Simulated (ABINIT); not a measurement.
# KF (Carobbiite): G0W0 in ABINIT against the plane-wave cutoff, part 2 of 2

Wanted: the cheapest plane-wave cutoff that holds the gap of KF (Carobbiite).

ABINIT 10.8.3; LDA and many-body steps on it, plane waves. Known limits of the many-body steps: not at the basis limit; coarse k mesh.

So far. Step 5 (Empty states on the mesh, 4×4×4 mesh, 33 bands): On this mesh the gap is 5.821 eV. Step 6 (Screening, 4×4×4 mesh, 29 bands, screening to 106.1 eV): Local fields lower ε∞ by 9 %. On a Γ-centred mesh this coarse the value itself is usually too large, while a short band sum pulls it down.

**8. Screening, 4×4×4 mesh, 29 bands, screening to 106.1 eV**

This step: RPA screening on LDA, plane waves, norm-conserving pseudopotentials.

run.abi reads:

```
acell 3*1.0 Angstrom
rprim 
  -0.000000000000 2.671850000000 2.671850000000
  2.671850000000 -0.000000000000 2.671850000000
  2.671850000000 2.671850000000 0.000000000000
ntypat 2
znucl 19 9
natom 2
typat 1 2
xred 
  0.000000000000 0.000000000000 0.000000000000
  0.500000000000 0.500000000000 0.500000000000
pp_dirpath "pseudos"
pseudos "K.upf, F.upf"
ecut 29
ngkpt 4 4 4
nshiftk 1
shiftk 0 0 0
kptopt 1
chksymbreak 0
istwfk *1
occopt 1
irdwfk 1
optdriver 3
nband 29
ecuteps 3.9
inclvkb 2
awtr 1
symchi 1
indata_prefix "in"
outdata_prefix "out"
tmpdata_prefix "tmp"
```

The run is started by

```console
OMP_NUM_THREADS=1 mpirun -n 4 abinit run.abi > log
```

Numbers of over 12 decimals in the logs are rounded to 6 here.

The program printed:

```text
.Version 10.8.3 of ABINIT. v10.8.2 released Aug 2026.

 Symmetries : space group Fm -3 m (#225); Bravais cF (face-center cubic)
[... echo of the input left out ...]
== DATASET  1 ==================================================================
-   mpi_nproc: 4, omp_nthreads: 1 (-1 if OMP is not activated)

--- !DatasetInfo
iteration_state: {dtset: 1, }
dimensions: {natom: 2, nkpt: 8, mband: 29, nsppol: 1, nspinor: 1, nspden: 1, mpw: 1928, }
cutoff_energies: {ecut:  29.0, pawecutdg:  -1.0, }
electrons: {nelect:   1.60000000E+01, charge:   0.00000000E+00, occopt:   1.00000000E+00, tsmear:   1.00000000E-02, }

 SCREENING: Calculation of the susceptibility and dielectric matrices

 Based on a program developped by R.W. Godby, V. Olevano, G. Onida, and L. Reining.
 Incorporated in ABINIT by V. Olevano, G.-M. Rignanese, and M. Torrent.
.Using double precision arithmetic ; gwpc =  8

[... cell and pseudopotentials left out ...]
--------------------------------------------------------------------------------

 ==== K-mesh for the wavefunctions ====
 Number of points in the irreducible wedge :     8
[... list of points left out ...]
 Together with 48 symmetry operations and time-reversal symmetry
 yields    64 points in the full Brillouin Zone.

 ==== Q-mesh for the screening function ====
 Number of points in the irreducible wedge :     8
[... list of points left out ...]
 Together with 48 symmetry operations and time-reversal symmetry
 yields    64 points in the full Brillouin Zone.

 setmesh: FFT mesh size selected  =    24x   24x   24
          total number of points  =        13824

 vcoul_init : cutoff-mode = AUXILIARY_FUNCTION
 q-points for optical limit:   1
     1)      0.000010    0.000020    0.000030

- screening: taking advantage of time-reversal symmetry
- Maximum band index for partially occupied states nbvw = 8
- Remaining bands to be divided among processors   nbcw = 21
- Number of bands treated by each node ~5

 Number of electrons calculated from density =   16.0000; Expected =   16.0000
 average of density, n =  0.062152
 r_s =    1.5661
 omega_plasma =   24.0483 [eV]

 calculating chi0 at frequencies [eV] :
  1    0.000000E+00    0.000000E+00
  2    0.000000E+00    2.404829E+01

--------------------------------------------------------------------------------
  q-point number  1        q = ( 0.000000, 0.000000, 0.000000) [r.l.u.]
--------------------------------------------------------------------------------
[... chi0 elements left out ...]
 For q-point:  0.000010 0.000020 0.000030
  dielectric constant =   1.9344
  dielectric constant without local fields =   2.1295

  Average fulfillment of the sum rule on Im[epsilon] for q-point    1 :     31.01  [%]
[... wings left out ...]
  q-point number  2        q = ( 0.250000, 0.000000, 0.000000) [r.l.u.]
--------------------------------------------------------------------------------
[... chi0 elements left out ...]
  Average fulfillment of the sum rule on Im[epsilon] for q-point    2 :     50.18  [%]

 [... 6 further q-points ...]
```

Elapsed: 4.5 s, on 4 MPI ranks of Arm Neoverse V1, shared host; peak memory 0.38 GiB; 17 s of CPU time.

Numbers from this step:

```yaml
eps_infinity_with_local_fields_on_this_mesh_along_the_program_s_q_direction: 1.934
the_same_without_local_fields: 2.130
plasma_frequency: 24.05 eV
plane_waves_in_the_screening_matrix: 113
```

**9. 29 Ha**

The self-energy is evaluated for the states that the input lists, and the levels follow from it, in one-shot runs by the linearised quasiparticle equation.

This step: G0W0 on LDA, plane waves, norm-conserving pseudopotentials.

Edit run.abi of step 8 so:

```diff
@@ -23,8 +23,15 @@
 irdwfk 1
-optdriver 3
+optdriver 4
 nband 29
+gwcalctyp 0
+ecutsigx 29
+symsigma 1
+nkptgw 1
+kptgw 
+  0.0000000000 0.0000000000 0.0000000000
+bdgw 
+  6 12
 ecuteps 3.9
-inclvkb 2
-awtr 1
-symchi 1
+irdscr 1
+ppmodel 1
 indata_prefix "in"
```

The program printed:

```text
.Version 10.8.3 of ABINIT. v10.8.2 released Aug 2026.

 Symmetries : space group Fm -3 m (#225); Bravais cF (face-center cubic)
[... echo of the input left out ...]
== DATASET  1 ==================================================================
-   mpi_nproc: 4, omp_nthreads: 1 (-1 if OMP is not activated)

--- !DatasetInfo
iteration_state: {dtset: 1, }
dimensions: {natom: 2, nkpt: 8, mband: 29, nsppol: 1, nspinor: 1, nspden: 1, mpw: 1928, }
cutoff_energies: {ecut:  29.0, pawecutdg:  -1.0, }
electrons: {nelect:   1.60000000E+01, charge:   0.00000000E+00, occopt:   1.00000000E+00, tsmear:   1.00000000E-02, }

 SIGMA: Calculation of the GW corrections

 Based on a program developped by R.W. Godby, V. Olevano, G. Onida, and L. Reining.
 Incorporated in ABINIT by V. Olevano, G.-M. Rignanese, and M. Torrent.
.Using double precision arithmetic ; gwpc =  8

[... cell and pseudopotentials left out ...]
--------------------------------------------------------------------------------

 ==== K-mesh for the wavefunctions ====
 Number of points in the irreducible wedge :     8
[... list of points left out ...]
 Together with 48 symmetry operations and time-reversal symmetry
 yields    64 points in the full Brillouin Zone.

 ==== Q-mesh for screening function ====
 Number of points in the irreducible wedge :     8
[... list of points left out ...]
 Together with 48 symmetry operations and time-reversal symmetry
 yields    64 points in the full Brillouin Zone.

 vcoul_init : cutoff-mode = AUXILIARY_FUNCTION
 q-points for optical limit:   1
     1)      0.000010    0.000020    0.000030
 setmesh: FFT mesh size selected  =    36x   36x   36
          total number of points  =        46656

 Number of electrons calculated from density =   16.0000; Expected =   16.0000
[...]
number of q-points in BZ                           64
 number of frequencies for dSigma/dE                 9
 frequency step for dSigma/dE [eV]                0.25
 number of omega for Sigma on real axis              0
 max omega for Sigma on real axis  [eV]           0.00
 zcut for avoiding poles [eV]                     0.10

 EPSILON^-1 parameters (SCR file):
 dimension of the eps^-1 matrix on file            113
 dimension of the eps^-1 matrix used               113
 number of plane-waves for wavefunctions          1917
 number of bands                                    29
 number of q-points in IBZ                           8
 number of frequencies                               2
 number of real frequencies                          1
 number of imag frequencies                          1

 matrix elements of self-energy operator (all in [eV])

 Perturbative Calculation

--- !SelfEnergy_ee
iteration_state: {dtset: 1, }
kpoint     : [   0.000,    0.000,    0.000, ]
spin       : 1
KS_gap     :    5.826
QP_gap     :    9.918
Delta_QP_KS:    4.092
data: !SigmaeeData |
     Band     E0 <VxcDFT>   SigX SigC(E0)      Z dSigC/dE  Sig(E)    E-E0       E
        6  -0.315 -21.580 -29.325   5.113   0.805  -0.242 -23.700  -2.120  -2.435
        7  -0.315 -21.580 -29.325   5.113   0.805  -0.242 -23.700  -2.120  -2.435
        8  -0.315 -21.580 -29.325   5.113   0.805  -0.242 -23.700  -2.120  -2.435
        9   5.511  -8.800  -4.123  -2.481   0.898  -0.114  -6.828   1.972   7.483
       10  10.243 -11.041  -4.833  -2.418   0.893  -0.120  -7.658   3.383  13.626
       11  10.243 -11.041  -4.833  -2.418   0.893  -0.120  -7.658   3.383  13.626
       12  10.243 -11.041  -4.833  -2.418   0.893  -0.120  -7.658   3.383  13.626

== END DATASET(S) ==============================================================
================================================================================

 -outvars: echo values of variables after computation  --------
           etotal      0.0000000000E+00
            nband          29
             nkpt           8
          spgroup         225
 [... the other variables as echoed above ...]

 Calculation completed.
```

Elapsed: 2.6 s, on 4 MPI ranks; peak memory 0.12 GiB; 9.9 s of CPU time.

This step gave:

| Item | Value |
| --- | --- |
| G0W0 gap on the points computed | 9.918 eV |
| starting gap on the mesh | 5.826 eV |
| k of the valence top | 0, 0, 0 |
| k of the conduction bottom | 0, 0, 0 |
| Z at the valence top | 0.805 |
| Z at the conduction bottom | 0.898 |
| least direct G0W0 gap on the computed points | 9.918 eV |

The gap on the mesh goes from 5.83 eV to 9.92 eV, a correction of +4.09 eV.

**10. Screening, 4×4×4 mesh, 29 bands, screening to 106.1 eV**

This step: RPA screening on LDA, plane waves, norm-conserving pseudopotentials.

Edit run.abi of step 9 so:

```diff
@@ -14,3 +14,3 @@
 pseudos "K.upf, F.upf"
-ecut 29
+ecut 36
 ngkpt 4 4 4
@@ -23,15 +23,8 @@
 irdwfk 1
-optdriver 4
+optdriver 3
 nband 29
-gwcalctyp 0
-ecutsigx 29
-symsigma 1
-nkptgw 1
-kptgw 
-  0.0000000000 0.0000000000 0.0000000000
-bdgw 
-  6 12
 ecuteps 3.9
-irdscr 1
-ppmodel 1
+inclvkb 2
+awtr 1
+symchi 1
 indata_prefix "in"
```

The program printed:

```text
.Version 10.8.3 of ABINIT. v10.8.2 released Aug 2026.

 Symmetries : space group Fm -3 m (#225); Bravais cF (face-center cubic)
[... echo of the input left out ...]
== DATASET  1 ==================================================================
-   mpi_nproc: 4, omp_nthreads: 1 (-1 if OMP is not activated)

--- !DatasetInfo
iteration_state: {dtset: 1, }
dimensions: {natom: 2, nkpt: 8, mband: 29, nsppol: 1, nspinor: 1, nspden: 1, mpw: 2685, }
cutoff_energies: {ecut:  36.0, pawecutdg:  -1.0, }
[...]
--------------------------------------------------------------------------------
[... chi0 elements left out ...]
 For q-point:  0.000010 0.000020 0.000030
  dielectric constant =   1.9344
  dielectric constant without local fields =   2.1293

  Average fulfillment of the sum rule on Im[epsilon] for q-point    1 :     30.98  [%]
[... wings left out ...]
  q-point number  2        q = ( 0.250000, 0.000000, 0.000000) [r.l.u.]
--------------------------------------------------------------------------------
[... chi0 elements left out ...]
  Average fulfillment of the sum rule on Im[epsilon] for q-point    2 :     50.13  [%]

 [... 6 further q-points ...]
```

Wall time 4.3 s (4 MPI ranks); peak memory 0.42 GiB; 17 s of CPU time.

Numbers from this step:

* ε∞ with local fields, on this mesh, along the program's q direction: 1.934
* the same without local fields: 2.129
* plasma frequency: 24.05 eV
* plane waves in the screening matrix: 113

**11. 36 Ha**

This step: G0W0 on LDA, plane waves, norm-conserving pseudopotentials.

Edit run.abi of step 10 so:

```diff
@@ -23,8 +23,15 @@
 irdwfk 1
-optdriver 3
+optdriver 4
 nband 29
+gwcalctyp 0
+ecutsigx 36
+symsigma 1
+nkptgw 1
+kptgw 
+  0.0000000000 0.0000000000 0.0000000000
+bdgw 
+  6 12
 ecuteps 3.9
-inclvkb 2
-awtr 1
-symchi 1
+irdscr 1
+ppmodel 1
 indata_prefix "in"
```

The program printed:

```text
.Version 10.8.3 of ABINIT. v10.8.2 released Aug 2026.

 Symmetries : space group Fm -3 m (#225); Bravais cF (face-center cubic)
[... echo of the input left out ...]
== DATASET  1 ==================================================================
-   mpi_nproc: 4, omp_nthreads: 1 (-1 if OMP is not activated)

--- !DatasetInfo
iteration_state: {dtset: 1, }
dimensions: {natom: 2, nkpt: 8, mband: 29, nsppol: 1, nspinor: 1, nspden: 1, mpw: 2685, }
cutoff_energies: {ecut:  36.0, pawecutdg:  -1.0, }
[...]
10  10.239 -11.047  -4.836  -2.418   0.893  -0.120  -7.661   3.386  13.624
       11  10.239 -11.047  -4.836  -2.418   0.893  -0.120  -7.661   3.386  13.624
       12  10.239 -11.047  -4.836  -2.418   0.893  -0.120  -7.661   3.386  13.624

== END DATASET(S) ==============================================================
================================================================================

 -outvars: echo values of variables after computation  --------
           etotal      0.0000000000E+00
            nband          29
             nkpt           8
          spgroup         225
 [... the other variables as echoed above ...]

 Calculation completed.
```

It took 2.8 s on 4 MPI ranks; peak memory 0.14 GiB; 11 s of CPU time.

This step gave:

```
G0W0 gap on the points computed              : 9.927 eV
starting gap on the mesh                     : 5.821 eV
k of the valence top                         : 0, 0, 0
k of the conduction bottom                   : 0, 0, 0
least direct G0W0 gap on the computed points : 9.927 eV
```

Against the run before, the gap moves by +0.009 eV.

**12. Screening, 4×4×4 mesh, 29 bands, screening to 106.1 eV**

This step: RPA screening on LDA, plane waves, norm-conserving pseudopotentials.

Edit run.abi of step 11 so:

```diff
@@ -14,3 +14,3 @@
 pseudos "K.upf, F.upf"
-ecut 36
+ecut 45
 ngkpt 4 4 4
@@ -23,15 +23,8 @@
 irdwfk 1
-optdriver 4
+optdriver 3
 nband 29
-gwcalctyp 0
-ecutsigx 36
-symsigma 1
-nkptgw 1
-kptgw 
-  0.0000000000 0.0000000000 0.0000000000
-bdgw 
-  6 12
 ecuteps 3.9
-irdscr 1
-ppmodel 1
+inclvkb 2
+awtr 1
+symchi 1
 indata_prefix "in"
```

The program printed:

```text
.Version 10.8.3 of ABINIT. v10.8.2 released Aug 2026.

 Symmetries : space group Fm -3 m (#225); Bravais cF (face-center cubic)
[... echo of the input left out ...]
== DATASET  1 ==================================================================
-   mpi_nproc: 4, omp_nthreads: 1 (-1 if OMP is not activated)

--- !DatasetInfo
iteration_state: {dtset: 1, }
dimensions: {natom: 2, nkpt: 8, mband: 29, nsppol: 1, nspinor: 1, nspden: 1, mpw: 3727, }
cutoff_energies: {ecut:  45.0, pawecutdg:  -1.0, }
[...]
--------------------------------------------------------------------------------
[... chi0 elements left out ...]
 For q-point:  0.000010 0.000020 0.000030
  dielectric constant =   1.9344
  dielectric constant without local fields =   2.1293

  Average fulfillment of the sum rule on Im[epsilon] for q-point    1 :     30.98  [%]
[... wings left out ...]
  q-point number  2        q = ( 0.250000, 0.000000, 0.000000) [r.l.u.]
--------------------------------------------------------------------------------
[... chi0 elements left out ...]
  Average fulfillment of the sum rule on Im[epsilon] for q-point    2 :     50.14  [%]

 [... 6 further q-points ...]
```

Wall time 5.4 s (4 MPI ranks); peak memory 0.49 GiB.

Numbers from this step:

```
ε∞ with local fields, on this mesh, along the program's q direction : 1.934
the same without local fields                                       : 2.129
plasma frequency                                                    : 24.05 eV
plane waves in the screening matrix                                 : 113
```

**13. 45 Ha**

This step: G0W0 on LDA, plane waves, norm-conserving pseudopotentials.

Edit run.abi of step 12 so:

```diff
@@ -23,8 +23,15 @@
 irdwfk 1
-optdriver 3
+optdriver 4
 nband 29
+gwcalctyp 0
+ecutsigx 45
+symsigma 1
+nkptgw 1
+kptgw 
+  0.0000000000 0.0000000000 0.0000000000
+bdgw 
+  6 12
 ecuteps 3.9
-inclvkb 2
-awtr 1
-symchi 1
+irdscr 1
+ppmodel 1
 indata_prefix "in"
```

The program printed:

```text
.Version 10.8.3 of ABINIT. v10.8.2 released Aug 2026.

 Symmetries : space group Fm -3 m (#225); Bravais cF (face-center cubic)
[... echo of the input left out ...]
== DATASET  1 ==================================================================
-   mpi_nproc: 4, omp_nthreads: 1 (-1 if OMP is not activated)

--- !DatasetInfo
iteration_state: {dtset: 1, }
dimensions: {natom: 2, nkpt: 8, mband: 29, nsppol: 1, nspinor: 1, nspden: 1, mpw: 3727, }
cutoff_energies: {ecut:  45.0, pawecutdg:  -1.0, }
[...]
10  10.239 -11.047  -4.837  -2.419   0.893  -0.119  -7.659   3.387  13.626
       11  10.239 -11.047  -4.837  -2.419   0.893  -0.119  -7.659   3.387  13.626
       12  10.239 -11.047  -4.837  -2.419   0.893  -0.119  -7.659   3.387  13.626

== END DATASET(S) ==============================================================
================================================================================

 -outvars: echo values of variables after computation  --------
           etotal      0.0000000000E+00
            nband          29
             nkpt           8
          spgroup         225
 [... the other variables as echoed above ...]

 Calculation completed.
```

Elapsed: 3 s, on 4 MPI ranks; peak memory 0.18 GiB.

Numbers from this step:

```
G0W0 gap on the points computed              : 9.932 eV
starting gap on the mesh                     : 5.821 eV
k of the valence top                         : 0, 0, 0
k of the conduction bottom                   : 0, 0, 0
least direct G0W0 gap on the computed points : 9.932 eV
```

Against the run before, the gap moves by +0.005 eV.

**14. The runs together**

Times are wall times on 4 MPI ranks of Arm Neoverse V1, shared host, good to a factor of about two. A run's time includes the screening step that it read.

```
  run   mesh  bands  screening cutoff (eV)  DFT gap (eV)  gap on the mesh (eV)  direct (eV)  ε∞ used   time
22 Ha  4×4×4     29                  106.1         5.777                 9.856        9.856     1.94  6.8 s
29 Ha  4×4×4     29                  106.1         5.826                 9.918        9.918     1.93    7 s
36 Ha  4×4×4     29                  106.1         5.821                 9.927        9.927     1.93  7.1 s
45 Ha  4×4×4     29                  106.1         5.821                 9.932        9.932     1.93  8.4 s
```

**15. Results**

| Item | Value |
| --- | --- |
| 22 Ha | 9.856 eV |
| 29 Ha | 9.918 eV |
| 36 Ha | 9.927 eV |
| 45 Ha | 9.932 eV |
| known limits | not at the basis limit; coarse k mesh |

What this shows: The setting moved: plane-wave cutoff. From 22 Ha to 45 Ha the gap moves by +0.08 eV. It holds to 0.03 eV from 29 Ha on. Bands and screening cutoff are coupled, so a series along one setting does not show full convergence. Bands and cutoff are finite, so the gap is not at the basis limit. The miss can reach some tenths of an eV and take either sign; the mesh is an error of its own. In the first G0W0 run levels were corrected at 1 k point alone, so a gap called «on the mesh» is the least over those, and an edge elsewhere would be missed. The 4×4×4 mesh is coarse for this cell, which bears on the long-range parts of exchange and screening.

[Paths, hosts, dates, memory and timing lines, banners, echoed tables and standing remarks are left out of the program output.]

[Logs are printed without paths, hosts, clocks, repeated set-up lines and the standing remarks that a program may print on its own settings, such as how far it seeks lower states.]

[Runs of the session that timed out or met a known fault of the program may be left out.]

[No measured gap is set beside runs whose start may be inverted or whose files or cutoffs have a known fault.]

[Hosts, paths, dates, database ids (printed as entryN), source tags and the programs' standing remarks are cut or masked in the printed files.]

[G0W0 gaps are taken among the corrected bands and points alone; a level outside them can change the order at an edge.]

[Where Ansatz stands beside ABINIT at settings called matched, ABINIT's density can come from a denser mesh and the files from another edition; pairs whose starting gaps differed by over 0.03 eV were left out, so agreement reads better than it is.]
